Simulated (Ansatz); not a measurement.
# VP2Rh, from a guessed structure to a relaxed one, part 2 of 2

This structure for VP2Rh is made up. Its elements were placed in a known structure type with a cell scaled to their sizes. What cell does the guess relax to, and how far off was it?

Ansatz 0.2.0; DFT, PBEsol, plane-wave PAW, files of the set soft_1, scalar-relativistic, ferromagnetic start, cell and ions relaxed at zero pressure; PAW set soft_1 (the session's first sound run).

So far: The starting structure; Relaxation of the guess. The relaxed cell has a = 3.317, c = 5.717 Å (conventional setting).

### 3. Electronic structure of the relaxed cell

A second self-consistent run takes a narrower smearing and the mesh shown in its input; the bands follow along the standard path of the relaxed lattice.

This step: DFT, PBEsol, plane-wave PAW, files of the set soft_1, scalar-relativistic, no spin, bands and density of states at the relaxed cell; PAW set soft_1 (Ansatz 0.2.0).

The input, input.yaml:

```yaml
crystal:
  lattice:
    - [3.3170779606, 0.0, 0.0]
    - [-1.6585389803, 2.8726737802, 0.0]
    - [0.0, 0.0, 5.7168253702]
  atoms:
    - { symbol: Rh, position: [0.0, 0.0, 0.5] }
    - { symbol: V, position: [0.0, 0.0, 0.0] }
    - { symbol: P, position: [0.3333333333, 0.6666666667, 0.7475235131] }
    - { symbol: P, position: [0.6666666667, 0.3333333333, 0.2524764869] }
kpoints:
  mp_grid: { grid: [10, 10, 6] }
  band_path:
    path:
      - [[0.0, 0.0, 0.0], [0.5, 0.0, 0.0], [0.33333333, 0.33333333, 0.0], [0.0, 0.0, 0.0], [0.0, 0.0, 0.5], [0.5, 0.0, 0.5], [0.33333333, 0.33333333, 0.5], [0.0, 0.0, 0.5]]
      - [[0.5, 0.0, 0.5], [0.5, 0.0, 0.0]]
      - [[0.33333333, 0.33333333, 0.0], [0.33333333, 0.33333333, 0.5]]
    npoints: 8
scf:
  occupations: { method: fermi_dirac, width: 0.03 }
  n_extra_bands: 8
hamiltonian:
  xc: pbesol
  pseudopotentials: { kind: paw, azcp: { folder: soft_1 }, xc_functional: pbe }
output:
  forces: true
  stress: true
  write_bands: true
  dos: { projected: true }
  write_density: true
  write_potential: true
  elf: true
  volumetric_format: npy
```

Command:

```
ansatz run input.yaml --threads 4 --pin off --max-ram 8192MiB --backend cpu --events-out ev --progress --plain --runs-dir out
```

Numbers of over 12 decimals in the logs are rounded to 6 here.

Log:

```text
[...]
Crystal: 4 atoms, lattice volume = 54.475 Å³
Basis set: ecut = 420 eV, 1075 PW (Γ), exchange–correlation on 48×48×80 points (8 copies of the dense FFT grid, shifted against one another)
Bands: 28, of which v1, the nominal top of the filled ones, is band 20 counted from 1 (19 counted from 0)
Symmetry: 12 space group operations
[...]
k-points: 72 of 600
[...]
SCF iter   1: F=—  HF=-10723.193715 eV  |F-HF|=—  |Δ(HF+E_count)|=         —  Δρ=4.86e-1  dr2=3.26e2  ethr=3.10e-3  ⟨swp⟩=6.1  Hψ=9177  notcnv=0
[...]
SCF iter  10: F=-10707.108794 eV  HF=-10707.108794 eV  |F-HF|=6.60e-9  |Δ(HF+E_count)|=   2.24e-8  Δρ=3.71e-6  dr2=8.92e-9  ethr=2.50e-10  ⟨swp⟩=15.4  Hψ=12932  notcnv=0
SCF 1 converged in 10 iterations: F = -10707.108794 eV  dr2 = 8.92e-9
[...]
NSCF: frozen V_eff on 75 k-points
SCF converged after 10 iterations
Free energy (F): -10707.108794 eV
[...]
Internal energy: -10707.103137 eV  (E = F + TS)
E sigma→0 (E₀):  -10707.105965 eV
Entropy (-TS):   -0.005657 eV (-1.414 meV/atom)
Fermi energy:    15.658220 eV
[...]
--- Forces (eV/Å), atoms counted from 1 ---
  atom   1  Rh     0.00000000    -0.00000000     0.00000000
  atom   2  V     -0.00000000     0.00000000     0.00000000
  atom   3  P      0.00000000     0.00000000    -0.00141067
  atom   4  P     -0.00000000    -0.00000000     0.00141067
  max |Σ_I F_I| component: 1.85e-17 eV/Å
--- Stress (GPa, compression-positive) ---
       -0.018102       0.000000      -0.000000
       -0.000000      -0.018102       0.000000
       -0.000000       0.000000       0.046148
  P = ⅓ Tr σ = 0.0033 GPa (0.033 kbar)
--- Band table (eV; the first three rows and the last of 72) ---
  k-point 0: bands = [... 16 lower, 14.1911, 14.1911, 16.0531, 16.0679, 16.0679, 16.6698, 16.6698, 17.4636, ... 4 higher]
  k-point 1: bands = [... 16 lower, 13.9318, 13.9318, 15.7494, 15.8589, 15.8589, 17.1580, 17.2194, 17.2194, ... 4 higher]
  k-point 2: bands = [... 16 lower, 13.4811, 13.4811, 15.1785, 15.6388, 15.6388, 16.6129, 18.2203, 18.2203, ... 4 higher]
  k-point 71: bands = [... 16 lower, 13.6292, 13.7177, 14.1621, 15.6448, 16.4089, 16.5183, 17.0512, 17.2861, ... 4 higher]
```

The job ended after 3 s (4 threads of Arm Neoverse V1, shared host; peak memory 0.42 GiB; 11 s of CPU time).

This step gave:

```yaml
free_energy: -10707.1088 eV
energy_at_zero_smearing: -10707.1060 eV
smearing_term_ts: 0.005657 eV
pressure: 0.003315 GPa
```

From bands.tsv, the bands that come nearest the Fermi level along the path, at its corners, in eV from the Fermi level:

| point | band 17 | band 18 | band 19 | band 20 | band 21 | band 22 | band 23 | band 24 |
| --- | --- | --- | --- | --- | --- | --- | --- | --- |
| Γ | -1.47 | -1.47 | 0.39 | 0.41 | 0.41 | 1.01 | 1.01 | 1.81 |
| M | -1.62 | -1.47 | -1.46 | -0.74 | -0.55 | 1.15 | 1.59 | 2.86 |
| K | -1.82 | -1.28 | -1.28 | -0.45 | -0.45 | 1.01 | 2.18 | 2.18 |
| Γ | -1.47 | -1.47 | 0.39 | 0.41 | 0.41 | 1.01 | 1.01 | 1.81 |
| A | -2.40 | -2.40 | -0.74 | -0.11 | -0.11 | 0.69 | 3.54 | 3.54 |
| L | -2.83 | -1.60 | -1.17 | -0.90 | 1.11 | 1.54 | 1.96 | 2.61 |
| H | -1.91 | -1.91 | -1.71 | 0.43 | 0.43 | 0.81 | 1.48 | 1.48 |
| A | -2.40 | -2.40 | -0.74 | -0.11 | -0.11 | 0.69 | 3.54 | 3.54 |
| L | -2.83 | -1.60 | -1.17 | -0.90 | 1.11 | 1.54 | 1.96 | 2.61 |
| M | -1.62 | -1.47 | -1.46 | -0.74 | -0.55 | 1.15 | 1.59 | 2.86 |
| K | -1.82 | -1.28 | -1.28 | -0.45 | -0.45 | 1.01 | 2.18 | 2.18 |
| H | -1.91 | -1.91 | -1.71 | 0.43 | 0.43 | 0.81 | 1.48 | 1.48 |

States per cell as run, both spins, in windows of 1 eV, from dos.tsv (zero at the Fermi level):

```csv
from,to,total
-8,-7,0.17
-7,-6,2.23
-6,-5,2.38
-5,-4,3.83
-4,-3,3.36
-3,-2,1.81
-2,-1,3.79
-1,0,2.49
0,1,2.02
1,2,3.73
2,3,2.08
3,4,2.69
```

Below -8 eV lie 20.0 more states.

Electrostatic potential energy in the ac plane at fractional y = 0.000, with atoms of Rh and V within 0.2 Å of it. With pseudopotentials it is smooth inside the atoms' cores, unlike the true potential.

Ten even steps from '0' (-57 eV) to '9' (16 eV):
```
44446899999986444
44457999999997544
44568999999998654
56789999999999876
88999999999999998
99999999999999999
99999999889999999
99999999889999999
99999999999999999
67789999999999877
33578999999998753
01247999999997421
00035899999985300
00025899999985200
00025899999985200
00035899999985300
01247999999997421
33578999999998753
67789999999999877
99999999999999999
99999999889999999
99999999889999999
99999999999999999
88999999999999998
56789999999999876
44568999999998654
44457999999997544
44446899999986444
44445899999985444
```
Columns run along a (3.3 Å; values clipped at the 3rd and 97th percentile), rows up along c (5.7 Å). Atoms in or near the plane, at fractional coordinates: Rh at (0.00, 0.50), V at (0.00, 0.00).

Valence density in the ac plane at fractional y = 0.000, with atoms of Rh and V within 0.2 Å of it. It is the smooth field of the valence electrons, not physical close to the nuclei.

Ten even steps from '_' (0 e/Å³) to '@' (17 e/Å³):
```
%%##==..____________________..==##
++==::..____________________..::==
......________________________....
__________________________________
__________________________________
__________________________________
__________________________________
__________________________________
__________________________________
__________________________________
......________________________....
==--::..____________________..::--
**++==::____________________::==++
%%##++--..________________..--++##
%%##++--..________________..--++##
**++==::____________________::==++
==--::..____________________..::--
......________________________....
__________________________________
__________________________________
__________________________________
__________________________________
__________________________________
__________________________________
__________________________________
......________________________....
++==::..____________________..::==
%%##==..____________________..==##
@@%%++::____________________::++%%
```
Columns run along a (3.3 Å), rows up along c (5.7 Å). Atoms in or near the plane, at fractional coordinates: Rh at (0.00, 0.50), V at (0.00, 0.00).

ELF in the ac plane at fractional y = 0.000, with atoms of Rh and V within 0.2 Å of it. It is the smooth field of the valence electrons, not physical close to the nuclei.

Ten even steps from '0' (0.08) to '9' (0.76):
```
99973002442103799
88862124554212688
66531246776421356
22111468888641112
00013688998863100
00135788888875310
22346788888876432
22235788888875322
22124677777764212
43222456776642223
76532245555422356
88753223333223578
99874222222224789
99875321111235789
99875321111235789
99874222222224789
88753223333223578
76532245555422356
43222466776542223
22124677777764212
22235788888875322
22346788888876432
00135788888875310
00013688998863100
22111468888641112
66531246776421356
88862124554212688
99973012442003799
89973002332003799
```
Columns run along a (3.3 Å), rows up along c (5.7 Å). Atoms in or near the plane, at fractional coordinates: Rh at (0.00, 0.50), V at (0.00, 0.00).

### 4. Results

| Item | Value |
| --- | --- |
| space group, relaxed | P-3m1 |
| conventional cell | a = 3.317, b = 3.317, c = 5.717 Å; α = 90.0°, β = 90.0°, γ = 120.0° |
| volume per atom | 13.62 Å³ (guess 15.39) |
| total moment | 0.00 μB in the cell of 4 atoms |

**Reading.** VP2Rh relaxes to P-3m1 with a = 3.317, b = 3.317 and c = 5.717 Å. The guessed volume was 13 % too large. The space group P-3m1 was held in the relaxation, so the end point is a stationary structure within it and may be a saddle against distortions or other arrangements. The moments died out from this one start and weren't seeded again at the relaxed cell. Bands cross the Fermi level, so it is a metal or semimetal at this level. On the 10×10×6 mesh with the narrower smearing (relaxed on 9×9×5) the largest force component is 0.001 eV/Å and the largest stress component is 0.046 GPa, within the relaxation's thresholds of 0.015 eV/Å and 0.05 GPa. The cutoff wasn't tested. No dispersion term is used, so weakly bound directions may come out too long. Nothing here tests whether the compound is stable against decomposition.

[Logs are printed without paths, hosts, clocks, repeated set-up lines and the standing remarks that a program may print on its own settings, such as how far it seeks lower states.]

[Hosts, paths, dates, database ids (printed as entryN), source tags and the programs' standing remarks are cut or masked in the printed files.]
